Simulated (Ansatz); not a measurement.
## Decaying states in the gap of Al3GaAs4

A new crystal, Al3GaAs4: structure, gap and complex bands. It is built by putting As for N in the Al3GaN4 structure of space group P-43m, with the volume rescaled by atomic radii. The parent structure comes from the Materials Project.

Method: r2SCAN DFT, plane waves, PAW files, in the first sound run; inputs show where later runs differ, in Ansatz 0.2.0.

Report form: the programs' logs are mostly left out.

The structure was built from a prototype and need not be the compound's stable phase.

### 1. Starting point

It takes space group P-43m (No. 215, cubic). The conventional cell has a = 4.980 Å, b = 4.980 Å, c = 4.980 Å, α = 90.00°, β = 90.00°, γ = 90.00°. Nearest to Al lie 4 As at 2.14 Å. Nearest to Ga lie 4 As at 2.21 Å. Nearest to As lie 3 Al at 2.14 Å and 1 Ga at 2.21 Å. It derives from Al3GaN4. As for N in the Al3GaN4 structure of space group P-43m. Farther neighbours are not listed.

### 2. Cell and atoms at rest

The substituted atoms don't fit the parent's cell, so cell and atoms relax together. A small smearing keeps the run stable in case the gap closes on the way.

Input file input.yaml:

```yaml
crystal:
  lattice:
    - [4.9804090537, 0.0, 0.0]
    - [0.0, 4.9804090537, 0.0]
    - [0.0, 0.0, 4.9804090537]
  atoms:
    - { symbol: Al, position: [0.5, 0.5, 0.0] }
    - { symbol: Al, position: [0.5, 0.0, 0.5] }
    - { symbol: Al, position: [0.0, 0.5, 0.5] }
    - { symbol: Ga, position: [0.0, 0.0, 0.0] }
    - { symbol: As, position: [0.74416343, 0.74416343, 0.25583657] }
    - { symbol: As, position: [0.74416343, 0.25583657, 0.74416343] }
    - { symbol: As, position: [0.25583657, 0.74416343, 0.74416343] }
    - { symbol: As, position: [0.25583657, 0.25583657, 0.25583657] }
kpoints:
  mp_grid: { grid: [4, 4, 4] }
scf:
  occupations: { method: gaussian, width: 0.03 }
hamiltonian:
  xc: r2scan
output:
  forces: true
  stress: true
relax:
  f_tol: 0.02
  max_steps: 60
  cell: {}
```

On the command line:

```
> ansatz run input.yaml --threads 2 --pin off --max-ram 4096MiB --backend cpu --events-out ev --progress --plain --runs-dir out
```

Elapsed: 39 s, on 2 threads of Intel Xeon Platinum 8488C (Sapphire Rapids), shared host; peak memory 0.87 GiB.

Relaxation path:

| step | energy less that of the first step (eV) | largest force component (eV/Å) | pressure (GPa) | volume (Å³) |
| --- | --- | --- | --- | --- |
| 1 | 0.0000 | 0.7171 | 66.14 | 123.54 |
| 2 | -5.6624 | 0.2984 | 31.56 | 142.50 |
| 3 | -8.2939 | 0.0622 | 10.77 | 163.31 |
| 4 | -8.8341 | 0.0007 | 2.74 | 176.63 |
| 5 | -8.8833 | 0.0115 | -0.19 | 183.13 |
| 6 | -8.8836 | 0.0005 | 0.00 | 182.66 |
| 7* | -8.9003 | 0.0008 | 0.08 | 182.66 |
| 8 | -8.9003 | 0.0000 | 0.00 | 182.84 |
| 9* | -8.9003 | 0.0000 | 0.00 | 182.84 |

Relaxation steps marked * repeat the geometry before them on a plane-wave basis chosen anew for their cell, so energy and pressure can jump there.

The run keeps the 24 symmetry operations that it works with, so distortions that break them were not tested.

```
     cell as run  before  after   change
           a (Å)   4.980  5.676  +14.0 %
           b (Å)   4.980  5.676  +14.0 %
           c (Å)   4.980  5.676  +14.0 %
volume (Å³/atom)   15.44  22.86  +48.0 %
```

The atoms that moved most (Å, as changes of fractional coordinates times the final cell):

| atom | dx | dy | dz | length |
| --- | --- | --- | --- | --- |
| As8 | -0.031 | -0.031 | -0.031 | 0.053 |
| As5 | 0.031 | 0.031 | -0.031 | 0.053 |
| As6 | 0.031 | -0.031 | 0.031 | 0.053 |
| As7 | -0.031 | 0.031 | 0.031 | 0.053 |

Numbers from this step:

* free energy: -24874.4593 eV
* Fermi energy: 7.244 eV
* pressure: 0.001549 GPa

The largest force component on a free atom ends at 2.3e-7 eV/Å.

### 3. The bulk crystal and its band edges

The energy window and the wavevectors of the next steps follow from the band edges, so these are searched first, off the mesh as well.

Input file input.yaml:

```yaml
crystal:
  lattice:
    - [5.6758009462, 0.0, 0.0]
    - [0.0, 5.6758009462, 0.0]
    - [0.0, 0.0, 5.6758009462]
  atoms:
    - { symbol: Al, position: [0.5, 0.5, 0.0] }
    - { symbol: Al, position: [0.5, 0.0, 0.5] }
    - { symbol: Al, position: [0.0, 0.5, 0.5] }
    - { symbol: Ga, position: [0.0, 0.0, 0.0] }
    - { symbol: As, position: [0.7495935536, 0.7495935536, 0.2504064464] }
    - { symbol: As, position: [0.7495935536, 0.2504064464, 0.7495935536] }
    - { symbol: As, position: [0.2504064464, 0.7495935536, 0.7495935536] }
    - { symbol: As, position: [0.2504064464, 0.2504064464, 0.2504064464] }
kpoints:
  mp_grid: { grid: [6, 6, 6] }
  band_path: { path: [VBM, CBM], npoints: 30 }
scf:
  occupations: { method: fixed }
hamiltonian:
  xc: r2scan
output:
  eigenvalues: true
  write_potential: true
  write_density: true
  volumetric_format: npy
```

Elapsed: 31 s, on 2 threads; peak memory 0.85 GiB.

Numbers from this step:

* free energy: -24874.4667 eV
* Fermi energy: 6.483 eV
* gap on the k-mesh: 1.519 eV
* gap on path: 1.519 eV, by band count; negative where bands overlap
* direct gap on path: 1.698 eV
* edge places on path: 0, 0.9587 1/A along the path

Electronic bands along the path, in eV, zero at the Fermi level (highest filled level under fixed occupations); v1 is the highest filled band, c1 the lowest empty one:

| point | v4 | v3 | v2 | v1 | c1 | c2 | c3 | c4 |
| --- | --- | --- | --- | --- | --- | --- | --- | --- |
| VBM | -2.34 | 0.00 | 0.00 | 0.00 | 1.70 | 1.83 | 1.83 | 1.83 |
| halfway | -1.74 | -1.74 | -0.53 | -0.53 | 2.44 | 2.95 | 3.00 | 3.00 |
| CBM | -0.92 | -0.86 | -0.86 | -0.86 | 1.52 | 2.59 | 2.59 | 2.59 |

The searched edges give 1.52 eV, as on the mesh.

### 4. Complex bands, plane (001), k-mesh 4×4×4

This step: r2SCAN DFT, plane waves, PAW files; complex bands by layer matching along the plane's normal (Ansatz 0.2.0).

The same crystal is laid in a cell whose first two vectors span the (001) plane (indices of the standard conventional cell, whose axes can be ordered otherwise than in the bulk input). At fixed energy and wavevector in the plane the solver finds all kz, real and complex. A few wavevectors are listed, (0, 0), (-0.5, -0.5) and (0.5, 0) in units of the plane's reciprocal vectors; the slowest state needn't be among them.

Changes to input.yaml since step 3:

```diff
@@ -2,5 +2,5 @@
   lattice:
-    - [5.6758009462, 0.0, 0.0]
-    - [0.0, 5.6758009462, 0.0]
-    - [0.0, 0.0, 5.6758009462]
+    - [5.675800946, 0.0, 0.0]
+    - [0.0, 5.675800946, 0.0]
+    - [0.0, 0.0, 5.675800946]
   atoms:
@@ -15,4 +15,3 @@
 kpoints:
-  mp_grid: { grid: [6, 6, 6] }
-  band_path: { path: [VBM, CBM], npoints: 30 }
+  mp_grid: { grid: [4, 4, 4] }
 scf:
@@ -23,4 +22,6 @@
   eigenvalues: true
-  write_potential: true
-  write_density: true
-  volumetric_format: npy
+  transmission:
+    leads: [[0, 0]]
+    kpoints: [[0.0, 0.0], [-0.5, -0.5], [0.5, 0.0]]
+    e_range: [-1.0, 2.52]
+    de: 0.09
```

Run time: 64 s. Hardware: 2 threads; peak memory 1.5 GiB.

This step gave:

```
free energy                                               : -24874.4593 eV
Fermi energy                                              : 6.484 eV
level to which the leads are filled                       : 0.7595 eV from the Fermi level
decay constant at the filling level, zone centre          : 0.1201 Å⁻¹
decay constant at the filling level, slowest listed point : 0.1201 Å⁻¹
```

K parallel (0, 0); values up to 1.5 1/Å, a degenerate pair printed once or twice; energies at which all values exceed this have no row. The Im kz of the slowest decaying states by energy, zero at the highest filled level on the SCF mesh:

```
energy (eV)  decay 1 (Å⁻¹)  decay 2 (Å⁻¹)  decay 3 (Å⁻¹)  decay 4 (Å⁻¹)
      -1.00          0.274          0.295          0.301          0.722
      -0.82          0.280          0.298          0.309          0.702
      -0.73          0.282          0.298          0.312          0.691
      -0.55          0.284          0.298          0.317          0.670
      -0.46          0.285          0.297          0.318          0.659
      -0.28          0.284          0.293          0.320          0.636
      -0.19          0.283          0.290          0.320          0.624
      -0.01          0.281          0.283          0.319          0.600
       0.08         0.0485         0.0960          0.279          0.279
       0.26         0.0830          0.168          0.268          0.273
       0.44          0.102          0.215          0.253          0.267
       0.53          0.109          0.239          0.263          0.309
       0.71          0.118          0.245          0.254          0.303
       0.80          0.120          0.247          0.249          0.299
       0.98          0.122          0.221          0.237          0.272
       1.07          0.120          0.209          0.231          0.281
       1.25          0.114          0.184          0.217          0.275
       1.43         0.0993          0.155          0.202          0.262
       1.52         0.0870          0.137          0.194          0.247
       1.70         0.0896          0.135          0.173          0.240
       1.79         0.0497         0.0560          0.165          0.231
       1.97          0.146          0.212          0.318          0.339
       2.06          0.135          0.201          0.317          0.318
       2.24          0.109          0.176          0.268          0.317
       2.33         0.0927          0.161          0.242          0.316
       2.51         0.0400          0.126          0.181          0.312
```

K parallel (0, 0). Re kz of states that move upwards against energy, zero at the highest filled level on the SCF mesh:

```
energy (eV)  channel 1 (Å⁻¹)  channel 2 (Å⁻¹)  channel 3 (Å⁻¹)  channel 4 (Å⁻¹)
      -1.00           -0.418           -0.418           -0.216                -
      -0.82           -0.364           -0.364           -0.189                -
      -0.64           -0.310           -0.310           -0.161                -
      -0.46           -0.254           -0.254           -0.132                -
      -0.28           -0.191           -0.191          -0.0989                -
      -0.10           -0.111           -0.111          -0.0566                -
      -0.01          -0.0343          -0.0343          -0.0174                -
       0.08                -                -                -                -
       0.26                -                -                -                -
       0.44                -                -                -                -
       0.62                -                -                -                -
       0.80                -                -                -                -
       0.89                -                -                -                -
       1.07                -                -                -                -
       1.25                -                -                -                -
       1.43                -                -                -                -
       1.61                -                -                -                -
       1.79            0.114                -                -                -
       1.97           0.0914           0.0951           0.0951            0.245
       2.15            0.140            0.145            0.145            0.333
       2.33            0.181            0.183            0.183            0.406
       2.51            0.216            0.216            0.220            0.471
```

K parallel (-0.5, -0.5); values up to 1.5 1/Å, a degenerate pair printed once or twice; energies at which all values exceed this have no row. The Im kz of the slowest decaying states by energy, zero at the highest filled level on the SCF mesh:

```
energy (eV)  decay 1 (Å⁻¹)  decay 2 (Å⁻¹)  decay 3 (Å⁻¹)  decay 4 (Å⁻¹)
      -1.00          0.206          0.308           1.07           1.08
      -0.73         0.0705          0.098          0.101          0.373
      -0.46          0.115          0.146          0.149          0.503
      -0.28          0.132          0.166          0.170          0.544
      -0.01          0.147          0.188          0.192          0.581
       0.26          0.153          0.202          0.206          0.601
       0.53          0.151          0.210          0.214          0.611
       0.80          0.141          0.213          0.217          0.614
       0.98          0.129          0.212          0.217          0.613
       1.25         0.0980          0.207          0.211          0.608
       1.52          0.197          0.201          0.599          0.627
       1.79          0.180          0.184          0.587          0.613
       1.97          0.164          0.168          0.577          0.602
       2.24          0.130          0.133          0.560          0.583
       2.51         0.0649         0.0668          0.540          0.561
```

K parallel (0.5, 0); values up to 1.5 1/Å, a degenerate pair printed once or twice; energies at which all values exceed this have no row. Im kz of the slowest decaying states against energy, zero at the highest filled level on the SCF mesh:

| energy (eV) | decay 1 (Å⁻¹) | decay 2 (Å⁻¹) | decay 3 (Å⁻¹) | decay 4 (Å⁻¹) |
| --- | --- | --- | --- | --- |
| -1.00 | 0.0227 | 0.176 | 0.195 | 0.722 |
| -0.82 | 0.0701 | 0.109 | 0.205 | 0.220 |
| -0.64 | 0.161 | 0.181 | 0.227 | 0.238 |
| -0.46 | 0.210 | 0.226 | 0.244 | 0.252 |
| -0.28 | 0.244 | 0.256 | 0.259 | 0.262 |
| -0.10 | 0.265 | 0.269 | 0.270 | 0.283 |
| -0.01 | 0.269 | 0.272 | 0.281 | 0.293 |
| 0.08 | 0.272 | 0.274 | 0.290 | 0.302 |
| 0.26 | 0.276 | 0.276 | 0.305 | 0.317 |
| 0.44 | 0.276 | 0.278 | 0.316 | 0.328 |
| 0.62 | 0.275 | 0.278 | 0.323 | 0.335 |
| 0.80 | 0.271 | 0.277 | 0.328 | 0.340 |
| 0.89 | 0.269 | 0.275 | 0.330 | 0.342 |
| 1.07 | 0.262 | 0.270 | 0.323 | 0.339 |
| 1.25 | 0.254 | 0.264 | 0.321 | 0.338 |
| 1.43 | 0.244 | 0.256 | 0.326 | 0.340 |
| 1.61 | 0.231 | 0.245 | 0.321 | 0.335 |
| 1.79 | 0.215 | 0.233 | 0.313 | 0.329 |
| 1.97 | 0.197 | 0.218 | 0.303 | 0.321 |
| 2.15 | 0.174 | 0.200 | 0.291 | 0.311 |
| 2.33 | 0.144 | 0.178 | 0.277 | 0.298 |
| 2.51 | 0.104 | 0.150 | 0.259 | 0.284 |

At the listed wavevectors the last open channel is at -0.01 eV and the next at +1.52 eV on the grid. At +0.80 eV, the grid energy nearest the filling level (the middle of the gap on the SCF mesh), the slowest state at the listed wavevectors decays with κ = 0.120 Å⁻¹, its amplitude falling by e over 8.3 Å. Through 1 nm of this crystal that state's transmission falls by exp(−2 × 0.120 Å⁻¹ × 10 Å) = 0.091.

### 5. Complex bands, plane (110), k-mesh 6×6×6

The same for the (110) plane, at (0, 0) and (-0.5, 0), to see how the decay depends on direction.

Input file input.yaml:

```yaml
crystal:
  lattice:
    - [5.675800946, 0.0, 0.0]
    - [0.0, 8.026794675, 0.0]
    - [0.0, 4.013397338, 4.013397338]
  atoms:
    - { symbol: Al, position: [0.0, 0.5, 0.0] }
    - { symbol: Al, position: [0.5, 0.0, 0.5] }
    - { symbol: Al, position: [0.5, 0.5, 0.5] }
    - { symbol: Ga, position: [0.0, 0.0, 0.0] }
    - { symbol: As, position: [0.2504064464, 0.2504064464, 0.4991871072] }
    - { symbol: As, position: [0.7495935536, 0.7495935536, 0.0] }
    - { symbol: As, position: [0.7495935536, 0.2504064464, 0.0] }
    - { symbol: As, position: [0.2504064464, 0.7495935536, 0.5008128928] }
kpoints:
  mp_grid: { grid: [6, 6, 6] }
scf:
  occupations: { method: fixed }
hamiltonian:
  xc: r2scan
output:
  eigenvalues: true
  transmission:
    leads: [[0, 0]]
    kpoints: [[0.0, 0.0], [-0.5, 0.0]]
    e_range: [-1.0, 2.52]
    de: 0.09
```

The job ended after 1.9 min (2 threads; peak memory 2.3 GiB; 3.8 min of CPU time).

This step gave:

```yaml
free_energy: -24874.4667 eV
fermi_energy: 6.483 eV
level_to_which_the_leads_are_filled: 0.7597 eV from the Fermi level
decay_constant_at_the_filling_level_zone_centre: 0.1109 Å⁻¹
decay_constant_at_the_filling_level_slowest_listed_point: 0.1109 Å⁻¹
```

K parallel (0, 0); values up to 1.5 1/Å, a degenerate pair printed once or twice; energies at which all values exceed this have no row. The Im kz of the slowest decaying states by energy, zero at the highest filled level on the SCF mesh:

| energy (eV) | decay 1 (Å⁻¹) | decay 2 (Å⁻¹) | decay 3 (Å⁻¹) | decay 4 (Å⁻¹) |
| --- | --- | --- | --- | --- |
| -1.00 | 0.0320 | 0.203 | 0.380 | 0.397 |
| -0.82 | 0.0889 | 0.101 | 0.207 | 0.382 |
| -0.64 | 0.127 | 0.137 | 0.210 | 0.382 |
| -0.46 | 0.152 | 0.161 | 0.211 | 0.379 |
| -0.28 | 0.170 | 0.179 | 0.211 | 0.374 |
| -0.10 | 0.184 | 0.193 | 0.209 | 0.367 |
| -0.01 | 0.190 | 0.198 | 0.207 | 0.347 |
| 0.08 | 0.0437 | 0.0972 | 0.195 | 0.203 |
| 0.26 | 0.0752 | 0.183 | 0.190 | 0.203 |
| 0.44 | 0.0930 | 0.208 | 0.209 | 0.218 |
| 0.62 | 0.104 | 0.194 | 0.213 | 0.222 |
| 0.80 | 0.111 | 0.184 | 0.216 | 0.225 |
| 0.89 | 0.113 | 0.179 | 0.216 | 0.226 |
| 1.07 | 0.113 | 0.167 | 0.217 | 0.227 |
| 1.25 | 0.108 | 0.154 | 0.216 | 0.226 |
| 1.43 | 0.0952 | 0.138 | 0.196 | 0.198 |
| 1.61 | 0.0662 | 0.119 | 0.147 | 0.200 |
| 1.79 | 0.0468 | 0.0631 | 0.174 | 0.206 |
| 1.97 | 0.147 | 0.200 | 0.213 | 0.259 |
| 2.15 | 0.122 | 0.192 | 0.207 | 0.231 |
| 2.33 | 0.0917 | 0.183 | 0.197 | 0.199 |
| 2.51 | 0.0400 | 0.145 | 0.153 | 0.172 |

K parallel (0, 0). The Re kz of states that move upwards by energy, zero at the highest filled level on the SCF mesh:

```csv
energy (eV),channel 1 (Å⁻¹),channel 2 (Å⁻¹),channel 3 (Å⁻¹),channel 4 (Å⁻¹)
-1.00,-0.366,-0.192,0.740,0.758
-0.82,-0.721,-0.327,-0.169,-
-0.73,-0.684,-0.307,-0.157,-
-0.55,-0.605,-0.263,-0.131,-
-0.46,-0.562,-0.239,-0.118,-
-0.28,-0.459,-0.184,-0.0887,-
-0.19,-0.392,-0.151,-0.0716,-
-0.01,-0.106,-0.0343,-0.0157,-
0.08,-,-,-,-
0.26,-,-,-,-
0.44,-,-,-,-
0.53,-,-,-,-
0.71,-,-,-,-
0.80,-,-,-,-
0.98,-,-,-,-
1.07,-,-,-,-
1.25,-,-,-,-
1.43,-,-,-,-
1.52,-,-,-,-
1.70,0.0134,-,-,-
1.79,0.0979,-,-,-
1.97,0.0794,0.107,0.119,0.188
2.06,0.102,0.145,0.153,0.225
2.24,0.141,0.206,0.206,0.297
2.33,0.159,0.229,0.231,0.332
2.51,0.193,0.269,0.275,0.401
```

K parallel (-0.5, 0); values up to 1.5 1/Å, a degenerate pair printed once or twice; energies at which all values exceed this have no row. The Im kz of the slowest decaying states by energy, zero at the highest filled level on the SCF mesh:

```
energy (eV)  decay 1 (Å⁻¹)  decay 2 (Å⁻¹)  decay 3 (Å⁻¹)  decay 4 (Å⁻¹)
      -1.00          0.194          0.210          0.893          0.909
      -0.82         0.0376         0.0705         0.0913          0.104
      -0.64         0.0822          0.105          0.200          0.219
      -0.46          0.105          0.128          0.237          0.239
      -0.28          0.120          0.144          0.243          0.244
      -0.10          0.131          0.156          0.246          0.248
      -0.01          0.134          0.161          0.247          0.250
       0.08          0.137          0.166          0.247          0.251
       0.26          0.141          0.173          0.247          0.252
       0.44          0.141          0.177          0.245          0.252
       0.62          0.139          0.180          0.243          0.250
       0.80          0.133          0.181          0.239          0.248
       0.89          0.129          0.180          0.237          0.246
       1.07          0.116          0.178          0.231          0.241
       1.25         0.0955          0.175          0.224          0.235
       1.43         0.0585          0.169          0.215          0.228
       1.61          0.162          0.205          0.220          0.224
       1.79          0.152          0.193          0.204          0.210
       1.97          0.138          0.178          0.181          0.197
       2.15          0.121          0.154          0.160          0.183
       2.33         0.0960          0.120          0.135          0.154
       2.51         0.0551         0.0674         0.0877         0.0999
```

At the listed wavevectors the last open channel is at -0.01 eV and the next at +1.52 eV on the grid. At +0.80 eV, the grid energy nearest the filling level (the middle of the gap on the SCF mesh), the slowest state at the listed wavevectors decays with κ = 0.111 Å⁻¹, its amplitude falling by e over 9.0 Å; the first such run, plane (001), gave 0.120 Å⁻¹.

### 6. Outcome

| Property | Result |
| --- | --- |
| band gap | 1.52 eV |
| least decay constant at mid-gap, normal to (001) | 0.120 Å⁻¹ |
| least decay constant at mid-gap, normal to (110) | 0.111 Å⁻¹ |

In words: With r2SCAN, the slowest decay at the wavevectors tried is κ = 0.111 Å⁻¹, normal to (110). Through such a film the transmission near mid-gap falls as exp(−2κd), a factor of ten every 10 Å. The directions tried decay at nearly the same rate. A free electron under a barrier of half the gap would need a mass of 0.062 mₑ to decay at this rate. The compound is made up by substitution; its stability against other phases and against distortions of the cell's symmetry was not tested. r2SCAN still narrows gaps, if less than LDA and GGA do, so real decay constants are likely larger.

[Logs are printed without paths, hosts, clocks, repeated set-up lines and the standing remarks that a program may print on its own settings, such as how far it seeks lower states.]

[Hosts, paths, dates, database ids (printed as entryN), source tags and the programs' standing remarks are cut or masked in the printed files.]
